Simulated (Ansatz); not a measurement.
# F on Ag(110): change of the work function, part 4 of 4

Aim: the work function of Ag(110) at several coverages of F (shortbridge site), and the dipole that each adsorbate carries.

Ansatz 0.2.0; plane-wave DFT, r2SCAN, Ansatz PAW (the session's first sound run).

So far, work function, upper face (eV): step 2 (the clean slab) 4.16; step 3 (21 atoms, coverage 0.25 ML, cell 2x2) 5.42; step 4 (22 atoms, coverage 0.5 ML, cell 2x2) 6.56; step 5 (6 atoms, coverage 1 ML, cell 1x1) 9.15.

### Step 7. The 0.25 ML cell at another level of theory, functional revpbe

This step: plane-wave DFT, revPBE, Ansatz PAW (Ansatz 0.2.0).

System of this step: Ag20F (F/Ag(110)). The cell holds 21 atoms: 20 Ag and 1 F. Its edges and angles: a = 8.180 Å, b = 5.784 Å, c = 25.124 Å, α = 90.0°, β = 90.0°, γ = 90.0°. Vacuum lies along c.

The geometry is kept and the functional is revPBE; other changes against the main runs: cutoff 500 → 420.

Contents of input.yaml:

```yaml
crystal:
  lattice:
    - [8.18, 0.0, 0.0]
    - [0.0, 5.7841334702, 0.0]
    - [0.0, 0.0, 25.124299361]
  atoms:
    - { symbol: Ag, position: [0.0, 0.0, 0.3582189446] }
    - { symbol: Ag, position: [0.25, 0.25, 0.4157741165] }
    - { symbol: Ag, position: [0.0, 0.000619985, 0.4748844124] }
    - { symbol: Ag, position: [0.2511925192, 0.25, 0.5322436943] }
    - { symbol: Ag, position: [0.0, -0.0097239335, 0.5891609693] }
    - { symbol: Ag, position: [0.0, 0.5, 0.3582189446] }
    - { symbol: Ag, position: [0.25, 0.75, 0.4157741165] }
    - { symbol: Ag, position: [0.0, 0.499380015, 0.4748844124] }
    - { symbol: Ag, position: [0.2482282428, 0.75, 0.5330065288] }
    - { symbol: Ag, position: [0.0, 0.5097239335, 0.5891609693] }
    - { symbol: Ag, position: [0.5, 0.0, 0.3582189446] }
    - { symbol: Ag, position: [0.75, 0.25, 0.4157741165] }
    - { symbol: Ag, position: [0.5, -0.0016821107, 0.4731754873] }
    - { symbol: Ag, position: [0.7488074808, 0.25, 0.5322436943] }
    - { symbol: Ag, position: [0.5, -0.0004421158, 0.5861882961] }
    - { symbol: Ag, position: [0.5, 0.5, 0.3582189446] }
    - { symbol: Ag, position: [0.75, 0.75, 0.4157741165] }
    - { symbol: Ag, position: [0.5, 0.5016821107, 0.4731754873] }
    - { symbol: Ag, position: [0.7517717572, 0.75, 0.5330065288] }
    - { symbol: Ag, position: [0.5, 0.5004421158, 0.5861882961] }
    - { symbol: F, position: [0.0, 0.25, 0.6513244056] }
kpoints:
  mp_grid: { grid: [4, 5, 1] }
hamiltonian:
  xc: revpbe
scf:
  occupations: { method: fermi_dirac, width: 0.1 }
  convergence: { dr2_threshold: 1.0e-08 }
efield:
  axis: 3
  dipole_correction: true
  ramp_position: 0.97
  ramp_width: 0.06
output:
  write_potential: true
  write_density: true
  volumetric_format: npy
```

The run is started by

```bash
> ansatz run input.yaml --threads 4 --pin off --max-ram 12288MiB --backend cpu --events-out ev --progress --plain --runs-dir out
```

Numbers of over 12 decimals in the logs are rounded to 6 here.

What it wrote:

```text
[...]
Crystal: 21 atoms, lattice volume = 1188.736 Å³
Basis set: ecut = 420 eV, 23207 PW (Γ)
Bands: 233, of which v1, the nominal top of the filled ones, is band 194 counted from 1 (193 counted from 0)
Symmetry: 4 space group operations
[...]
k-points: 9 of 20
[...]
SCF iter   1: F=—  HF=-152729.845151 eV  |F-HF|=—  |Δ(HF+E_count)|=         —  Δρ=2.83e-3  dr2=2.13e-1  ethr=1.77e-3  p=-0.356 e·Å  D=-5.41e-2 V/Å  ΔV_dip=1.36 eV  dr2_dipole=4.52e-2  V_vac-E_F(+/−)=5.26/3.90 eV  ⟨swp⟩=7.3  Hψ=8533  notcnv=0  defer=164
[...]
SCF iter   9: F=-152729.849301 eV  HF=-152729.849301 eV  |F-HF|=1.03e-8  |Δ(HF+E_count)|=   1.15e-7  Δρ=7.23e-7  dr2=6.28e-9  ethr=2.58e-12  p=-0.320 e·Å  D=-4.87e-2 V/Å  ΔV_dip=1.22 eV  dr2_dipole=8.34e-11  V_vac-E_F(+/−)=5.25/4.03 eV  ⟨swp⟩=26.8  Hψ=9973  notcnv=0
[...]
SCF 1 converged in 9 iterations: F = -152729.849301 eV  dr2 = 6.28e-9
[...]
SCF converged after 9 iterations
Free energy (F): -152729.849301 eV
[...]
Internal energy: -152729.622934 eV  (E = F + TS)
E sigma→0 (E₀):  -152729.736118 eV
Entropy (-TS):   -0.226367 eV (-10.779 meV/atom)
Fermi energy:    1.792032 eV
Dipole field:    D = -0.048695 V/Å  (p = -0.319898 e·Å, saw-weighted, corrected)
Work function:   Φ+ = 5.2527 eV   Φ− = 4.0293 eV
[...]
--- Band table (eV; the first three rows and the last of 9) ---
  k-point 0: bands = [... 190 lower, 0.7988, 1.6030, 1.6315, 2.1635, 2.4145, 2.5110, 2.5118, 2.6542, ... 35 higher]
  k-point 1: bands = [... 190 lower, 0.6461, 0.9063, 1.0984, 1.7110, 1.7769, 2.6158, 2.8552, 2.9085, ... 35 higher]
  k-point 2: bands = [... 190 lower, 0.6299, 0.7779, 0.9712, 1.3462, 1.7990, 1.8128, 2.3284, 2.7361, ... 35 higher]
  k-point 8: bands = [... 190 lower, 0.2520, 0.7164, 1.6015, 1.9858, 2.5394, 2.8885, 2.9574, 2.9887, ... 35 higher]
```

Run time: 2.4 min. Hardware: 4 threads of Arm Neoverse V1, shared host; peak memory 5.7 GiB.

Reading the cycles: dr2 is the Hartree energy of the density residual (eV), the measure of convergence; HF is the Harris–Foulkes estimate of the energy, which meets the free energy F at convergence.

This step gave:

| Item | Value |
| --- | --- |
| energy at zero smearing | -152729.7361 eV |
| work function, upper face | 5.253 eV |
| work function, lower face | 4.029 eV |
| dipole along the normal | -0.3199 e·Å |
| step between the vacuum levels | 1.223 eV |

The work function comes to 5.25 eV, -0.17 eV from the first level.

### Step 8. The 0.25 ML cell at another level of theory, functional RPBE

This step: plane-wave DFT, RPBE, Ansatz PAW (Ansatz 0.2.0).

The geometry is kept and the functional is RPBE; other changes against the main runs: cutoff 500 → 420.

Edit input.yaml of step 7 so:

```diff
@@ -30,3 +30,3 @@
 hamiltonian:
-  xc: revpbe
+  xc: rpbe
 scf:
```

What it wrote:

```text
[...]
Crystal: 21 atoms, lattice volume = 1188.736 Å³
Basis set: ecut = 420 eV, 23207 PW (Γ)
Bands: 233, of which v1, the nominal top of the filled ones, is band 194 counted from 1 (193 counted from 0)
Symmetry: 4 space group operations
[...]
k-points: 9 of 20
[...]
SCF iter   1: F=—  HF=-152776.666289 eV  |F-HF|=—  |Δ(HF+E_count)|=         —  Δρ=3.53e-3  dr2=2.64e-1  ethr=1.77e-3  p=-0.356 e·Å  D=-5.41e-2 V/Å  ΔV_dip=1.36 eV  dr2_dipole=4.53e-2  V_vac-E_F(+/−)=5.23/3.87 eV  ⟨swp⟩=8.2  Hψ=8816  notcnv=0  defer=145
[...]
SCF iter   9: F=-152776.654804 eV  HF=-152776.654804 eV  |F-HF|=1.18e-8  |Δ(HF+E_count)|=   1.53e-7  Δρ=8.77e-7  dr2=9.94e-9  ethr=2.58e-12  p=-0.321 e·Å  D=-4.89e-2 V/Å  ΔV_dip=1.23 eV  dr2_dipole=2.00e-10  V_vac-E_F(+/−)=5.24/4.01 eV  ⟨swp⟩=25.1  Hψ=10484  notcnv=0
[...]
SCF 1 converged in 9 iterations: F = -152776.654804 eV  dr2 = 9.94e-9
[...]
SCF converged after 9 iterations
Free energy (F): -152776.654804 eV
[...]
Internal energy: -152776.428736 eV  (E = F + TS)
E sigma→0 (E₀):  -152776.541770 eV
Entropy (-TS):   -0.226068 eV (-10.765 meV/atom)
Fermi energy:    1.820780 eV
Dipole field:    D = -0.048883 V/Å  (p = -0.321132 e·Å, saw-weighted, corrected)
Work function:   Φ+ = 5.2359 eV   Φ− = 4.0077 eV
[...]
--- Band table (eV; the first three rows and the last of 9) ---
  k-point 0: bands = [... 190 lower, 0.8290, 1.6295, 1.6589, 2.1958, 2.4444, 2.5410, 2.5420, 2.6691, ... 35 higher]
  k-point 1: bands = [... 190 lower, 0.6732, 0.9348, 1.1279, 1.7401, 1.8061, 2.6466, 2.8713, 2.9396, ... 35 higher]
  k-point 2: bands = [... 190 lower, 0.6565, 0.8049, 0.9984, 1.3729, 1.8283, 1.8422, 2.3569, 2.7661, ... 35 higher]
  k-point 8: bands = [... 190 lower, 0.2797, 0.7420, 1.6291, 2.0132, 2.5678, 2.9173, 2.9868, 3.0174, ... 35 higher]
```

It took 2.4 min on 4 threads; peak memory 5.8 GiB; 9.4 min of CPU time.

Numbers from this step:

```yaml
energy_at_zero_smearing: -152776.5418 eV
work_function_upper_face: 5.236 eV
work_function_lower_face: 4.008 eV
dipole_along_the_normal: -0.3211 e·Å
step_between_the_vacuum_levels: 1.228 eV
```

The work function comes to 5.24 eV, -0.18 eV from the first level.

### Step 9. The 0.25 ML cell at another level of theory, functional PBEsol

This step: plane-wave DFT, PBEsol, Ansatz PAW (Ansatz 0.2.0).

The geometry is kept and the functional is PBEsol; other changes against the main runs: cutoff 500 → 420.

Edit input.yaml of step 8 so:

```diff
@@ -30,3 +30,3 @@
 hamiltonian:
-  xc: rpbe
+  xc: pbesol
 scf:
```

What it wrote:

```text
[...]
Crystal: 21 atoms, lattice volume = 1188.736 Å³
Basis set: ecut = 420 eV, 23207 PW (Γ)
Bands: 233, of which v1, the nominal top of the filled ones, is band 194 counted from 1 (193 counted from 0)
Symmetry: 4 space group operations
[...]
k-points: 9 of 20
[...]
k-point 0: bands = [... 190 lower, 0.5004, 1.3220, 1.3461, 1.8312, 2.0944, 2.1896, 2.1979, 2.3802, ... 35 higher]
  k-point 1: bands = [... 190 lower, 0.3594, 0.6096, 0.8040, 1.4074, 1.4695, 2.2932, 2.5745, 2.5977, ... 35 higher]
  k-point 2: bands = [... 190 lower, 0.3535, 0.4958, 0.6921, 1.0632, 1.5049, 1.5146, 2.0343, 2.4344, ... 35 higher]
  k-point 8: bands = [... 190 lower, -0.0277, 0.4493, 1.3139, 1.6948, 2.2443, 2.5873, 2.6546, 2.6888, ... 35 higher]
[key lines of the parts left out:]
SCF converged after 9 iterations
Free energy (F): -151237.964603 eV
Fermi energy:    1.494021 eV
Dipole field:    D = -0.048069 V/Å  (p = -0.315786 e·Å, saw-weighted, corrected)
Work function:   Φ+ = 5.5251 eV   Φ− = 4.3174 eV
```

It took 2.4 min on 4 threads; peak memory 5.8 GiB; 9.3 min of CPU time.

The work function comes to 5.53 eV, +0.11 eV from the first level.

### Step 10. The 0.25 ML cell at another level of theory, functional LDA

This step: plane-wave DFT, LDA, Ansatz PAW (Ansatz 0.2.0).

The geometry is kept and the functional is LDA; other changes against the main runs: cutoff 500 → 420.

Edit input.yaml of step 9 so:

```diff
@@ -30,3 +30,3 @@
 hamiltonian:
-  xc: pbesol
+  xc: lda
 scf:
```

What it wrote:

```text
[...]
Crystal: 21 atoms, lattice volume = 1188.736 Å³
Basis set: ecut = 420 eV, 23207 PW (Γ)
Bands: 233, of which v1, the nominal top of the filled ones, is band 194 counted from 1 (193 counted from 0)
Symmetry: 4 space group operations
[...]
k-points: 9 of 20
[...]
k-point 0: bands = [... 190 lower, 0.2191, 1.0380, 1.0617, 1.5684, 1.8298, 1.9108, 1.9266, 2.0779, ... 35 higher]
  k-point 1: bands = [... 190 lower, 0.0700, 0.3229, 0.5220, 1.1296, 1.1943, 2.0311, 2.2753, 2.2988, ... 35 higher]
  k-point 2: bands = [... 190 lower, 0.0707, 0.2162, 0.4021, 0.7740, 1.2203, 1.2203, 1.7402, 2.1461, ... 35 higher]
  k-point 8: bands = [... 190 lower, -0.3131, 0.1658, 1.0207, 1.4021, 1.9482, 2.2967, 2.3650, 2.3948, ... 35 higher]
[key lines of the parts left out:]
SCF converged after 10 iterations
Free energy (F): -149947.665445 eV
Fermi energy:    1.209275 eV
Dipole field:    D = -0.048694 V/Å  (p = -0.319888 e·Å, saw-weighted, corrected)
Work function:   Φ+ = 5.8376 eV   Φ− = 4.6142 eV
```

Wall time 2.6 min (4 threads); peak memory 5.7 GiB; 10 min of CPU time.

The work function comes to 5.84 eV, +0.42 eV from the first level.

### Step 11. The series together

Times are for 4 threads of Arm Neoverse V1, shared host. The series side by side:

```tsv
no.	functional	work function, upper face (eV)	dipole along the normal (e·Å)	time	memory (GiB)
1	revpbe	5.253	-0.3199	2.4 min	5.7
2	rpbe	5.236	-0.3211	2.4 min	5.8
3	pbesol	5.525	-0.3158	2.4 min	5.8
4	lda	5.838	-0.3199	2.6 min	5.7
```

### Step 12. A changed input

This step: plane-wave DFT, r2SCAN, Ansatz PAW, but for the change named below (Ansatz 0.2.0).

System of this step: Ag(110). The cell holds 5 atoms: 5 Ag. Its edges and angles: a = 4.090 Å, b = 2.892 Å, c = 23.784 Å, α = 90.0°, β = 90.0°, γ = 90.0°. Vacuum lies along c.

A run with a changed input: it repeats the earlier run at 0 ML with hamiltonian.xc from r2scan to rpbe, basis.ecutwfc to 350 eV, scf.mixing.algorithm to msr1, scf.mixing.beta to 0.5 and scf.mixing.ndim to 8.

Contents of input.yaml:

```yaml
crystal:
  lattice:
    - [4.09, 0.0, 0.0]
    - [0.0, 2.8920667351, 0.0]
    - [0.0, 0.0, 23.7841334701]
  atoms:
    - { symbol: Ag, position: [0.0, 0.0, 0.3784035273] }
    - { symbol: Ag, position: [0.5, 0.5, 0.4392017637] }
    - { symbol: Ag, position: [0.0, 0.0, 0.5] }
    - { symbol: Ag, position: [0.5, 0.5, 0.5607982363] }
    - { symbol: Ag, position: [0.0, 0.0, 0.6215964727] }
kpoints:
  mp_grid: { grid: [7, 10, 1] }
hamiltonian:
  xc: rpbe
scf:
  occupations: { method: fermi_dirac, width: 0.1 }
  convergence: { dr2_threshold: 1.0e-08 }
  mixing: { algorithm: msr1, beta: 0.5, ndim: 8 }
efield:
  axis: 3
  dipole_correction: true
  ramp_position: 0.97
  ramp_width: 0.06
relax:
  f_tol: 0.02
  max_steps: 60
  constraints: [{ sites: [0, 1] }]
output:
  write_potential: true
  write_density: true
  volumetric_format: npy
basis:
  ecutwfc: "350 eV"
```

What it wrote:

```text
Warning: basis.ecutwfc = 350 eV is below the records' recommended 420 eV, and the density's cutoff is lower with it unless basis.ecutrho_ratio is high enough to keep the records' density cutoff: compare with a run at a higher cutoff
[...]
Crystal: 5 atoms, lattice volume = 281.332 Å³
Basis set: ecut = 350 eV, 4221 PW (Γ), exchange–correlation on 50×36×300 points (8 copies of the dense FFT grid, shifted against one another)
Bands: 57, of which v1, the nominal top of the filled ones, is band 48 counted from 1 (47 counted from 0)
Symmetry: 4 space group operations
k-points: 24 of 70
[...]
SCF iter   1: F=—  HF=-37991.589403 eV  |F-HF|=—  |Δ(HF+E_count)|=         —  Δρ=3.31e-3  dr2=3.00e-2  ethr=1.77e-3  p=0.000 e·Å  D=2.06e-13 V/Å  ΔV_dip=-0.00 eV  dr2_dipole=7.13e-11  V_vac-E_F(+/−)=4.01/4.01 eV  ⟨swp⟩=8.2  Hψ=5627  notcnv=0  defer=8
[...]
SCF iter   8: F=-37991.588700 eV  HF=-37991.588700 eV  |F-HF|=3.97e-9  |Δ(HF+E_count)|=   8.15e-8  Δρ=1.15e-6  dr2=3.38e-9  ethr=1.05e-11  p=-0.000 e·Å  D=-7.03e-9 V/Å  ΔV_dip=0.00 eV  dr2_dipole=3.52e-16  V_vac-E_F(+/−)=4.00/4.00 eV  ⟨swp⟩=8.5  Hψ=8174  notcnv=0
SCF 1 converged in 8 iterations: F = -37991.588700 eV  dr2 = 3.38e-9
[...]
relax step   1: F+E_penalty+E_count = -37991.58869995 eV  Δ(F+E_penalty+E_count) = +0.000e0 eV  max|allowed force component| = 4.082e-1 eV/Å  Δτ_max = 0.0000 Å  (8 SCF iters, accepted)
[...]
SCF iter   9: F=-37991.648598 eV  HF=-37991.648598 eV  |F-HF|=5.21e-9  |Δ(HF+E_count)|=   4.86e-8  Δρ=8.99e-7  dr2=2.29e-9  ethr=1.05e-11  p=-0.001 e·Å  D=-4.27e-4 V/Å  ΔV_dip=0.01 eV  dr2_dipole=8.54e-11  V_vac-E_F(+/−)=3.99/3.98 eV  ⟨swp⟩=8.2  Hψ=8017  notcnv=0
SCF 2 converged in 9 iterations: F = -37991.648598 eV  dr2 = 2.29e-9
[...]
relax step   2: F+E_penalty+E_count = -37991.64859839 eV  Δ(F+E_penalty+E_count) = -5.990e-2 eV  max|allowed force component| = 5.912e-2 eV/Å  Δτ_max = 0.1997 Å  (9 SCF iters, accepted)
SCF iter   1: F=—  HF=-37991.651981 eV  |F-HF|=—  |Δ(HF+E_count)|=         —  Δρ=9.70e-4  dr2=2.90e-3  ethr=2.56e-5  p=-0.001 e·Å  D=-4.27e-4 V/Å  ΔV_dip=0.01 eV  dr2_dipole=1.31e-4  V_vac-E_F(+/−)=4.00/3.99 eV  ⟨swp⟩=3.2  Hψ=3365  notcnv=0  defer=49
[...]
SCF iter   7: F=-37991.651132 eV  HF=-37991.651132 eV  |F-HF|=8.20e-9  |Δ(HF+E_count)|=   5.20e-8  Δρ=1.45e-6  dr2=6.17e-9  ethr=1.05e-11  p=-0.000 e·Å  D=-1.27e-4 V/Å  ΔV_dip=0.00 eV  dr2_dipole=2.80e-10  V_vac-E_F(+/−)=3.99/3.98 eV  ⟨swp⟩=8.5  Hψ=8088  notcnv=0
SCF 3 converged in 7 iterations: F = -37991.651132 eV  dr2 = 6.17e-9
relax step   3: F+E_penalty+E_count = -37991.65113186 eV  Δ(F+E_penalty+E_count) = -2.533e-3 eV  max|allowed force component| = 1.797e-2 eV/Å  Δτ_max = 0.0483 Å  (7 SCF iters, accepted)
[...]
SCF converged after 7 iterations
Free energy (F): -37991.651132 eV
[...]
Internal energy: -37991.590168 eV  (E = F + TS)
E sigma→0 (E₀):  -37991.620650 eV
Entropy (-TS):   -0.060964 eV (-12.193 meV/atom)
Fermi energy:    2.527103 eV
Dipole field:    D = -0.000108 V/Å  (p = -0.000167 e·Å, saw-weighted, corrected)
Work function:   Φ+ = 3.9876 eV   Φ− = 3.9850 eV
[...]
--- Forces (eV/Å), atoms counted from 1 ---
  atom   1  Ag     0.00000000    -0.00000000    -0.01375581
  atom   2  Ag     0.00000000    -0.00000000    -0.00427557
  atom   3  Ag     0.00000000     0.00000000     0.01627965
  atom   4  Ag     0.00000000    -0.00000000    -0.01619732
  atom   5  Ag     0.00000000     0.00000000     0.01797345
  max |Σ_I F_I| component: 2.44e-5 eV/Å
--- Band table (eV; the first three rows and the last of 24) ---
  k-point 0: bands = [... 44 lower, -0.5364, -0.4409, -0.2719, 0.8820, 3.0331, 5.1991, 5.4135, 6.3430, ... 5 higher]
  k-point 1: bands = [... 44 lower, -0.5673, -0.4022, -0.3139, 1.0435, 3.2533, 5.4041, 5.8306, 6.5275, ... 5 higher]
  k-point 2: bands = [... 44 lower, -0.5368, -0.4452, -0.2634, 1.5206, 3.8605, 5.9796, 6.9259, 7.0700, ... 5 higher]
  k-point 23: bands = [... 44 lower, -0.3036, 3.2289, 3.3660, 5.0825, 5.3041, 6.5422, 6.5815, 7.1550, ... 5 higher]
--- Relaxed structure (3 steps of the walk, 3 accepted, 0 SCFs on fresh bases) ---
  F+E_penalty+E_count = -37991.65113186 eV   max|allowed force component| = 1.797e-2 eV/Å
  atoms:
    - { symbol: Ag, position: [0.0, 0.0, 0.378404] }
    - { symbol: Ag, position: [0.5, 0.500000, 0.4392017637] }
    - { symbol: Ag, position: [0.0, 2.1518292620347706e-18, 0.504714] }
    - { symbol: Ag, position: [0.5, 0.500000, 0.570679] }
    - { symbol: Ag, position: [0.0, 4.395035679423778e-18, 0.631224] }
```

Wall time 24 s (4 threads); peak memory 0.61 GiB; 89 s of CPU time.

```tsv
quantity	this run	earlier run	difference
work function, upper face (eV)	3.988	4.163	-0.18
dipole along the normal (e·Å)	-1.67e-4	-0.002492	0.0023
```

What moves beyond 0.01 in its unit (for the dipole 0.5 % and 5e-5 e·Å): dipole along the normal (+0.00232 e·Å) and work function, upper face (-0.176 eV).

The change shows in the results, which are not taken further.

### Step 13. What came out

| Item | Value |
| --- | --- |
| work function of the clean face | 4.16 eV |
| work function at 0.25 ML | 5.42 eV |
| work function at 0.5 ML | 6.56 eV |
| work function at 1 ML | 9.15 eV |
| dipole per adsorbate at 0.25 ML, positive end outwards | -1.55 D |

What this shows: F raises the work function of Ag(110) at the lowest coverage, by 1.25 eV: the adsorbate layer has its negative end outwards. The slab has 5 layers, at the tabulated experimental lattice constant, one starting site was run, and quantum-size effects of a slab this thin can reach one or two tenths of an eV.

[Logs are printed without paths, hosts, clocks, repeated set-up lines and the standing remarks that a program may print on its own settings, such as how far it seeks lower states.]

[Hosts, paths, dates, database ids (printed as entryN), source tags and the programs' standing remarks are cut or masked in the printed files.]

[Maps of the electrostatic potential energy from Ansatz leave out the sawtooth potential of an applied field or a dipole correction, so their vacuum need not be flat; planar profiles and work functions include it.]
